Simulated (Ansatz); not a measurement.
# Quasiparticle gap of SrTiO3 (I4/mcm)

Wanted: the gap of SrTiO3 (I4/mcm) with a many-body correction, and the time that it takes.

Program: Ansatz 0.2.0. Level of theory: HSE06, then G0W0 on it, plane waves, PAW. Results are calculated unless marked as measured.

## 1. The structure

Symmetry: I4/mcm, No. 140, tetragonal system. The conventional cell has a = 5.511 Å, b = 5.511 Å, c = 7.796 Å, α = 90.00°, β = 90.00°, γ = 90.00°. Nearest to Sr lie 12 O at 2.73 to 2.78 Å. Nearest to Ti lie 6 O at 1.95 Å. Nearest to O lie 2 Ti at 1.95 Å and 4 Sr at 2.76 Å. O has 2 Ti at 1.95 Å and 4 Sr at 2.73 to 2.78 Å nearest. Farther neighbours and most contacts between anions are not listed.

The cell and positions come from the Crystallography Open Database and are kept as given unless a step says otherwise. The default PAW set here is soft_2. Its files were made with PBE.

## 2. HSE06 levels on the mesh and at listed points

HSE06 mixes in a quarter of exact exchange at short range.

This step: DFT, HSE06, plane waves, PAW.

Input file input.yaml:

```yaml
crystal:
  lattice:
    - [-2.7555, 2.7555, 3.898]
    - [2.7555, -2.7555, 3.898]
    - [2.7555, 2.7555, -3.898]
  atoms:
    - { symbol: Sr, position: [0.75, 0.25, 0.5] }
    - { symbol: Sr, position: [0.25, 0.75, 0.5] }
    - { symbol: Ti, position: [0.0, 0.0, 0.0] }
    - { symbol: Ti, position: [0.5, 0.5, 0.0] }
    - { symbol: O, position: [0.25, 0.25, 0.0] }
    - { symbol: O, position: [0.75, 0.75, 0.0] }
    - { symbol: O, position: [0.7451, 0.2451, 0.9902] }
    - { symbol: O, position: [0.2451, 0.2549, 0.5] }
    - { symbol: O, position: [0.2549, 0.7549, 0.0098] }
    - { symbol: O, position: [0.7549, 0.7451, 0.5] }
kpoints:
  mp_grid: { grid: [4, 4, 4] }
  band_path:
    path:
      - [0.0, 0.0, 0.0]
      - [0.0, 0.0, 0.5]
      - [0.25, 0.25, 0.25]
      - [0.0, 0.5, 0.0]
      - [0.5, 0.5, -0.5]
      - [0.37492725, 0.62507275, -0.37492725]
      - [-0.37492725, 0.37492725, 0.37492725]
      - [-0.24985449, 0.24985449, 0.5]
    npoints: 1
hamiltonian:
  xc: hse06
scf:
  occupations: { method: fixed }
  n_extra_bands: 7
output:
  eigenvalues: true
  write_density: true
  write_potential: true
  elf: true
  volumetric_format: npy
```

The run is started by

```sh
> ansatz run input.yaml --threads 3 --pin off --max-ram 92160MiB --backend cuda --events-out ev --progress --plain --runs-dir out --devices 1 --max-vram 13GiB  # rebuilt from the run's record
```

Numbers of over 12 decimals in the logs are rounded to 6 here.

What it wrote:

```text
scf.n_extra_bands = 7 over 40 filled bands (N_el = 80.0): the run solves 47 bands
GPUs: using 1 of 1 available (devices: 1).
Engine: ansatz 0.2.0, x86_64-unknown-linux-gnu
Pseudopotentials: kind: paw
Pseudopotential: Sr, paw, valence charge 10, recommended cutoff 420 eV (normal), Sr.paw.azcp
Pseudopotential: Ti, paw, valence charge 12, recommended cutoff 420 eV (normal), Ti.paw.azcp
Pseudopotential: O, paw, valence charge 6, recommended cutoff 420 eV (normal), O.paw.azcp
Functional definition: HSE06
  parameter a = 0.25
  parameter omega = 0.11/bohr
  exchange = pbe_x - a*pbe_x_sr(omega) + a*exact_x_sr(omega)
  correlation = pbe_c
davidson cushion auto → on  (no smearing: the cushion is to keep the highest requested band from converging to the state above it; pin scf.eigensolver.cushion to override)
device memory: the entry about to start is reckoned to put 2.5 GiB on a device that reports 47.4 GiB free (of which the cap on the GPU budget leaves the run 13.0 GiB)
GPU FFT provider: cuFFT
GPU libraries: cuBLAS 13.8.2, cuFFT 12.4.0, cuSOLVER 12.3.4
Crystal: 10 atoms, lattice volume = 118.387 Å³
Basis set: ecut = 420 eV, 2277 PW (Γ)
Bands: 47, of which v1, the nominal top of the filled ones, is band 40 counted from 1 (39 counted from 0)
Symmetry: 16 space group operations
Space group: I4/mcm (ITA 140), of the structure as read, at distance tolerance 4.9e-5 Å
k-points: 13 of 64
Non-local potential: Sr, projectors of the file, l = 0: 3, l = 1: 2, l = 2: 2
Non-local potential: Ti, projectors of the file, l = 0: 3, l = 1: 2, l = 2: 3, l = 3: 1
Non-local potential: O, projectors of the file, l = 0: 2, l = 1: 2, l = 2: 1
PAW form: soft (Blöchl's): semilocal exchange-correlation on the pseudo side does not see the compensation charge
PAW frozen core: Sr, regenerated for the run's functional, and the local potential with it (the file was generated under x = pbe(κ = 0.804, μ = 0.219515), c = pbe(β = 0.066725))
PAW frozen core: Ti, regenerated for the run's functional, and the local potential with it (the file was generated under x = pbe(κ = 0.804, μ = 0.219515), c = pbe(β = 0.066725))
PAW frozen core: O, regenerated for the run's functional, and the local potential with it (the file was generated under x = pbe(κ = 0.804, μ = 0.219515), c = pbe(β = 0.066725))
PAW one-centre angular grid: Sr, 110 points (default); XC on 64 Gauss nodes
PAW one-centre angular grid: Ti, 590 points (default); XC on 64 Gauss nodes
PAW one-centre angular grid: O, 110 points (default); XC on 96 Gauss nodes
Initial density: superposition of atomic densities (neutral atoms: chi_scale 0, normalization atom), corrected by the library's trained network
Initial wavefunctions: pseudopotential atomic-orbital guess
GPU buffer pool allocated for 64000 grid points (all kernels)
GPU transforms: local potential and band sums: pruned to the plane-wave sphere, on 40×40×40
Functional: x = pbe(κ = 0.804, μ = 0.219515), c = pbe(β = 0.066725), warm-up for x = pbe(κ = 0.804, μ = 0.219515) + 0.25 (exact − pbe) at short range (hse, ω = 0.207870 Å⁻¹), c = pbe(β = 0.066725); HSE06 as pw.x's `hse` composes it (authors' and Libxc's form: `xc: wpbeh`)
SCF iter   1: F=—  HF=-15508.920521 eV  |F-HF|=—  |Δ(HF+E_count)|=         —  Δρ=2.06e-3  dr2=2.08e-3  ethr=1.77e-3  ⟨swp⟩=6.8  Hψ=2836  notcnv=0
preconditioner: auto → none  [insulator: Δε(μ)=1.889 eV  Ē_g=11.380 eV  n_scr=26 (ndim 8)  ℏωp=26.4 eV  f_vac=0.000]
SCF iter   2: F=—  HF=-15508.924962 eV  |F-HF|=—  |Δ(HF+E_count)|=   4.44e-3  Δρ=8.92e-4  dr2=5.57e-4  ethr=2.60e-6  ⟨swp⟩=6.4  Hψ=2499  notcnv=0  defer=3
SCF iter   3: F=-15508.924921 eV  HF=-15508.925072 eV  |F-HF|=1.51e-4  |Δ(HF+E_count)|=   1.10e-4  Δρ=6.30e-4  dr2=3.05e-4  ethr=6.97e-7  ⟨swp⟩=4.5  Hψ=1708  notcnv=0  defer=1
SCF 1 stopped early in 3 iterations: F = -15508.924921 eV  dr2 = 3.05e-4
  greatest PAW one-centre occupation: 0.999 electrons in one spin orbital (limit 2), on the Ti atom at site 3 (counted from 0), in its partial waves of l = 0
device memory: the entry about to start is reckoned to put 3.0 GiB on a device that reports 47.3 GiB free (of which the cap on the GPU budget leaves the run 13.0 GiB)
GPU FFT provider: cuFFT
GPU libraries: cuBLAS 13.8.2, cuFFT 12.4.0, cuSOLVER 12.3.4
Initial density: handed on by an earlier stage of this run
Initial wavefunctions: those handed on with the density
GPU buffer pool allocated for 64000 grid points (all kernels)
GPU transforms: local potential and band sums: pruned to the plane-wave sphere, on 40×40×40
Functional: x = pbe(κ = 0.804, μ = 0.219515) + 0.25 (exact − pbe) at short range (hse, ω = 0.207870 Å⁻¹), c = pbe(β = 0.066725); HSE06 as pw.x's `hse` composes it (authors' and Libxc's form: `xc: wpbeh`)
Exchange kernel: α = 0.2500, screened, ω = 0.2079 Å⁻¹, Wigner–Seitz truncation, v(0) = 1045.9889 eV·Å³, q-mesh 4×4×4, nearest image of the exchange supercell L = 22.04 Å, pair-density grid 24×24×24, without the augmentation charges, whose exchange is taken in its separable form by FFT convolution over the k-point mesh (sized by the pseudopotential files, 32×32×30 at the most), smooth part of the exact exchange by density-matrix convolution in up to 3.44 GiB of GPU memory as planned if the GPU has room (build and FFT work areas not counted)
Frozen-core exchange: fock
SCF iter   1: F=—  HF=-15512.667146 eV  |F-HF|=—  |Δ(HF+E_count)|=         —  Δρ=2.58e-2  dr2=1.17e0  ethr=3.81e-6  ⟨swp⟩=8.2  Hψ=3352  notcnv=0
preconditioner: auto → none  [insulator: Δε(μ)=4.161 eV  Ē_g=14.327 eV  n_scr=26 (ndim 8)  ℏωp=26.4 eV  f_vac=0.000]
SCF iter   2: F=—  HF=-15512.503334 eV  |F-HF|=—  |Δ(HF+E_count)|=   1.64e-1  Δρ=2.47e-2  dr2=7.52e-1  ethr=3.81e-6  ⟨swp⟩=7.8  Hψ=3037  notcnv=0
SCF iter   3: F=—  HF=-15512.345868 eV  |F-HF|=—  |Δ(HF+E_count)|=   1.57e-1  Δρ=3.74e-3  dr2=2.11e-2  ethr=3.81e-6  ⟨swp⟩=6.2  Hψ=2648  notcnv=0
SCF iter   4: F=—  HF=-15512.402281 eV  |F-HF|=—  |Δ(HF+E_count)|=   5.64e-2  Δρ=2.97e-3  dr2=1.41e-2  ethr=3.81e-6  ⟨swp⟩=4.7  Hψ=2049  notcnv=0
iter 5 solved again at ethr=2.54e-7 eV; its pass at ethr=3.81e-6 eV (dr2=2.03e-4 eV) is discarded
SCF iter   5: F=—  HF=-15512.398656 eV  |F-HF|=—  |Δ(HF+E_count)|=   3.62e-3  Δρ=7.11e-4  dr2=2.51e-4  ethr=2.54e-7  ⟨swp⟩=2.5  Hψ=3229  notcnv=0
SCF iter   6: F=-15512.399299 eV  HF=-15512.399306 eV  |F-HF|=7.17e-6  |Δ(HF+E_count)|=   6.50e-4  Δρ=1.69e-4  dr2=1.87e-5  ethr=2.54e-7  ⟨swp⟩=3.1  Hψ=1782  notcnv=0
SCF 2 stopped early in 6 iterations: F = -15512.399299 eV  dr2 = 1.87e-5
  greatest PAW one-centre occupation: 1.000 electrons in one spin orbital (limit 2), on the Ti atom at site 3 (counted from 0), in its partial waves of l = 0
hybrid outer 1: dexx = +6.455e-2 eV, tail = 1.88e-4 eV
GPU FFT provider: cuFFT
GPU libraries: cuBLAS 13.8.2, cuFFT 12.4.0, cuSOLVER 12.3.4
GPU buffer pool allocated for 64000 grid points (all kernels)
GPU transforms: local potential and band sums: pruned to the plane-wave sphere, on 40×40×40
Exchange kernel: α = 0.2500, screened, ω = 0.2079 Å⁻¹, Wigner–Seitz truncation, v(0) = 1045.9889 eV·Å³, q-mesh 4×4×4, nearest image of the exchange supercell L = 22.04 Å, pair-density grid 24×24×24, without the augmentation charges, whose exchange is taken in its separable form by FFT convolution over the k-point mesh (sized by the pseudopotential files, 32×32×30 at the most), smooth part of the exact exchange by density-matrix convolution in up to 3.44 GiB of GPU memory as planned if the GPU has room (build and FFT work areas not counted)
Frozen-core exchange: fock
SCF iter   1: F=—  HF=-15512.397848 eV  |F-HF|=—  |Δ(HF+E_count)|=         —  Δρ=1.10e-4  dr2=1.18e-5  ethr=1.18e-6  ⟨swp⟩=3.2  Hψ=1469  notcnv=0
preconditioner: auto → none  [insulator: Δε(μ)=3.363 eV  Ē_g=13.582 eV  n_scr=26 (ndim 8)  ℏωp=26.4 eV  f_vac=0.001]
iter 2 solved again at ethr=6.20e-10 eV; its pass at ethr=1.38e-8 eV (dr2=4.96e-7 eV) is discarded
SCF iter   2: F=—  HF=-15512.397846 eV  |F-HF|=—  |Δ(HF+E_count)|=   1.68e-6  Δρ=3.27e-5  dr2=8.76e-7  ethr=6.20e-10  ⟨swp⟩=3.5  Hψ=3257  notcnv=0
SCF iter   3: F=—  HF=-15512.397851 eV  |F-HF|=—  |Δ(HF+E_count)|=   4.57e-6  Δρ=2.06e-5  dr2=3.12e-7  ethr=6.20e-10  ⟨swp⟩=5.0  Hψ=2034  notcnv=0
SCF iter   4: F=—  HF=-15512.397851 eV  |F-HF|=—  |Δ(HF+E_count)|=   6.02e-8  Δρ=1.33e-5  dr2=1.96e-7  ethr=3.79e-10  ⟨swp⟩=4.0  Hψ=1951  notcnv=0
SCF iter   5: F=-15512.397851 eV  HF=-15512.397851 eV  |F-HF|=6.80e-9  |Δ(HF+E_count)|=   4.89e-8  Δρ=3.55e-6  dr2=2.55e-8  ethr=2.34e-10  ⟨swp⟩=3.2  Hψ=1512  notcnv=0
SCF 3 converged in 5 iterations: F = -15512.397851 eV  dr2 = 2.55e-8
hybrid outer 2: dexx = +5.137e-6 eV, tail = 1.14e-7 eV, Δε = 3.70e-3 eV (about 1.06e-4 eV left of the loop's levels)
device memory: the entry about to start is reckoned to put 0.9 GiB on a device that reports 45.6 GiB free (of which the cap on the GPU budget leaves the run 13.0 GiB)
NSCF: frozen V_eff on 8 k-points
hybrid SCF converged: 2 outer / 11 inner (+3 warm-up), last move |dexx| = 5.14e-6 eV, tail = 1.14e-7 eV
Stability not checked: this state was not tested for a lower state beside it, because the functional holds exact exchange (a hybrid, or Hartree-Fock), whose exchange loop this test does not read (fock_operator; see scf.lower_state_search)
Free energy (F): -15512.397851 eV
Frozen-core exchange: fock
Harris-Foulkes:  -15512.397851 eV  (|F-HF|=6.80e-9)
Internal energy: -15512.397851 eV  (E = F + TS)
E sigma→0 (E₀):  -15512.397851 eV
Fermi energy:    9.047695 eV
--- Per-component energies (eV) ---
  E_band       = -575.833284
  E_kinetic    = 2102.194093
  E_local      = -4727.247167  (includes V_loc(G=0)·N_el)
  E_nonlocal   = 681.821024
  E_hartree    = 1650.022890
  E_xc         = -797.025377
  E_vxc        = -913.014728  (∫ρ·V_xc dr)
  E_exx        = -243.679313  (= α·E_x^exact, valence–valence)
  E_paw        = -8382.787613  (= ΣΔE_a)
  E_vpaw       = -532.284966  (= ΣTr[D̂ρ^β])
  E_aug_tail   = 0.015117  (compensation charges beyond the density's cutoff)
  E_ewald      = -5794.463639
  E_core_change = -1.247866  (= ΣΔE_core)
  E_smearing   = -0.000000  (= −TS)
  E_closure    = -0.000000  (closes the sum)
  Σ components = -15512.397851   (vs F -15512.397851, Δ=-1.82e-12)
--- Band table (eV; the first three rows and the last of 13) ---
  k-point 0: bands = [... 36 lower, 8.6805, 9.0412, 9.0477, 9.0477, 12.4072, 12.4072, 12.4082, 14.8512, ... 3 higher]
  k-point 1: bands = [... 36 lower, 8.3352, 8.4163, 8.4164, 9.0048, 12.4982, 13.5425, 13.5437, 14.8397, ... 3 higher]
  k-point 2: bands = [... 36 lower, 7.3588, 8.2592, 8.2595, 8.9622, 12.5942, 14.5399, 14.5411, 14.5535, ... 3 higher]
  k-point 12: bands = [... 36 lower, 7.3532, 8.2618, 8.2618, 8.9609, 12.5958, 14.5228, 14.5228, 14.5800, ... 3 higher]
```

Elapsed: 22 s, on 1 × NVIDIA H100 80GB HBM3 (shared by 6 runs) with 3 threads of AMD EPYC 7R13 (Zen 3), shared host; peak memory 1.5 GiB; 49 s of CPU time.

Numbers from this step:

- gap: 3.359 eV
- valence top at: Γ
- conduction bottom at: Γ
- least direct gap: 3.359 eV
- exact-exchange fraction: 0.25

Over mesh and listed points the gap is 3.359 eV, direct, at k = Γ.

Electrostatic potential energy in the ac plane of the conventional cell at fractional y = 0.000, with atoms of Sr and Ti and O within 0.2 Å of it. With pseudopotentials it is smooth inside the atoms' cores, unlike the true potential.

Values in eV, 21 rows by 15 columns, each cell a mean:
```
 -30  -25   -7    9   13   14   13   13   13   14   14   12    2  -19  -29
 -20  -12    3   11   13   12   10    8    9   11   13   12    7   -6  -18
   0    5   10   12   11    7    0   -7   -4    4   10   12   11    8    2
 -13    2   13   13    8   -3  -35  -67  -53  -14    5   11   13    9   -8
 -37  -17   11   12    6  -17  -80 -101  -96  -43    0   11   13   -3  -31
 -38  -17   10   12    6  -18  -81 -101  -97  -44    0   10   13   -3  -31
 -15    1   13   13    8   -3  -37  -70  -56  -15    5   11   13    9   -9
   1    6   10   12   11    7   -1   -8   -5    4    9   12   11    8    3
 -19  -11    3   11   13   12    9    8    9   11   12   12    7   -5  -17
 -30  -25   -7    9   13   14   13   12   13   14   14   12    2  -18  -29
 -31  -27  -10    8   13   14   14   13   13   14   14   11    0  -21  -30
 -27  -20   -3   10   13   13   12   11   11   13   13   12    4  -13  -25
  -9   -2    7   11   12   10    6    3    5    8   11   12   10    2   -7
  -1    8   12   12   10    3  -13  -30  -22   -2    7   12   13   10    2
 -27   -8   12   13    7  -10  -61  -94  -83  -29    2   11   13    4  -21
 -42  -20   10   12    6  -20  -86 -101  -99  -49   -1   10   13   -5  -34
 -28   -9   12   13    7  -11  -63  -96  -85  -30    2   11   13    3  -22
  -1    7   12   12   10    3  -14  -32  -24   -3    7   12   13   10    2
  -8   -2    7   11   12   10    6    3    4    8   11   12   10    3   -6
 -26  -20   -2   10   13   13   12   11   11   13   13   12    5  -13  -25
 -31  -27   -9    8   13   14   14   13   13   14   14   11    0  -21  -30
```
Columns run along a (5.5 Å; values clipped at the 3rd and 97th percentile), rows up along c (7.8 Å), edges of the conventional cell, whose origin can differ from the input's. Atoms in or near the plane, at fractional coordinates: Sr at (0.50, 0.75), Sr at (0.50, 0.25), Ti at (0.00, 0.00), Ti at (0.00, 0.50), O at (0.00, 0.25), O at (0.00, 0.75).

ELF in the ac plane of the conventional cell at fractional y = 0.000, with atoms of Sr and Ti and O within 0.2 Å of it. It is the smooth field of the valence electrons, not physical close to the nuclei.

Values, 21 rows by 15 columns, each cell a mean:
```
0.37 0.53 0.22 0.07 0.08 0.05 0.03 0.02 0.02 0.04 0.07 0.08 0.09 0.45 0.49
0.49 0.33 0.09 0.05 0.05 0.05 0.12 0.20 0.15 0.06 0.05 0.06 0.05 0.19 0.45
0.38 0.31 0.17 0.06 0.05 0.23 0.55 0.72 0.66 0.38 0.09 0.04 0.11 0.25 0.36
0.75 0.73 0.51 0.13 0.15 0.62 0.81 0.77 0.81 0.77 0.33 0.07 0.34 0.66 0.74
0.54 0.78 0.70 0.20 0.27 0.79 0.70 0.27 0.51 0.83 0.54 0.10 0.49 0.79 0.66
0.53 0.77 0.70 0.21 0.27 0.80 0.71 0.25 0.48 0.82 0.55 0.11 0.50 0.80 0.65
0.75 0.73 0.53 0.14 0.14 0.63 0.83 0.77 0.79 0.77 0.35 0.07 0.34 0.68 0.76
0.40 0.33 0.18 0.07 0.05 0.24 0.58 0.73 0.67 0.40 0.10 0.04 0.11 0.26 0.38
0.48 0.31 0.08 0.05 0.05 0.05 0.11 0.22 0.18 0.07 0.05 0.06 0.05 0.20 0.43
0.39 0.55 0.21 0.07 0.08 0.05 0.03 0.02 0.02 0.04 0.07 0.08 0.10 0.43 0.47
0.18 0.54 0.26 0.07 0.09 0.06 0.03 0.01 0.02 0.04 0.07 0.08 0.12 0.51 0.36
0.54 0.47 0.15 0.06 0.07 0.05 0.04 0.05 0.04 0.04 0.06 0.07 0.07 0.33 0.55
0.34 0.22 0.08 0.05 0.04 0.10 0.30 0.47 0.39 0.16 0.05 0.05 0.06 0.14 0.30
0.61 0.54 0.33 0.09 0.09 0.43 0.75 0.82 0.81 0.62 0.19 0.05 0.22 0.47 0.59
0.70 0.79 0.64 0.17 0.22 0.74 0.78 0.54 0.69 0.83 0.46 0.09 0.44 0.76 0.74
0.44 0.76 0.71 0.21 0.28 0.80 0.66 0.15 0.41 0.82 0.57 0.11 0.51 0.80 0.60
0.69 0.78 0.64 0.18 0.21 0.75 0.79 0.53 0.66 0.82 0.47 0.09 0.44 0.77 0.75
0.62 0.56 0.36 0.10 0.08 0.45 0.77 0.83 0.80 0.63 0.21 0.05 0.22 0.49 0.61
0.33 0.22 0.09 0.05 0.04 0.10 0.31 0.49 0.41 0.19 0.05 0.05 0.06 0.15 0.30
0.54 0.47 0.13 0.06 0.07 0.04 0.04 0.06 0.05 0.04 0.06 0.07 0.07 0.32 0.53
0.19 0.55 0.26 0.07 0.08 0.06 0.03 0.01 0.02 0.04 0.07 0.08 0.11 0.50 0.35
```
Columns run along a (5.5 Å), rows up along c (7.8 Å), edges of the conventional cell, whose origin can differ from the input's. Atoms in or near the plane, at fractional coordinates: Sr at (0.50, 0.75), Sr at (0.50, 0.25), Ti at (0.00, 0.00), Ti at (0.00, 0.50), O at (0.00, 0.25), O at (0.00, 0.75).

(Part 1 of 2 ends here.)

[Paths, hosts, dates, memory and timing lines, banners, echoed tables and standing remarks are left out of the program output.]

[Logs are printed without paths, hosts, clocks, repeated set-up lines and the standing remarks that a program may print on its own settings, such as how far it seeks lower states.]

[Runs of the session that timed out or met a known fault of the program may be left out.]

[Cells called generated may have been cut or substituted from an entry of the Crystallography Open Database or the Materials Project.]

[Hosts, paths, dates, database ids (printed as entryN), source tags and the programs' standing remarks are cut or masked in the printed files.]

[Where an RPA ε∞ is given, it is that of the G0W0 mesh and is not shown converged in it. Names of k-points follow the symmetry that the program found, which can be lower than the space group named. Band edges on a path are those of the sampled points; other points can move an edge, and change direct to indirect where valleys lie close.]

[Hybrid gaps are those of their k-mesh and are not shown converged in it.]
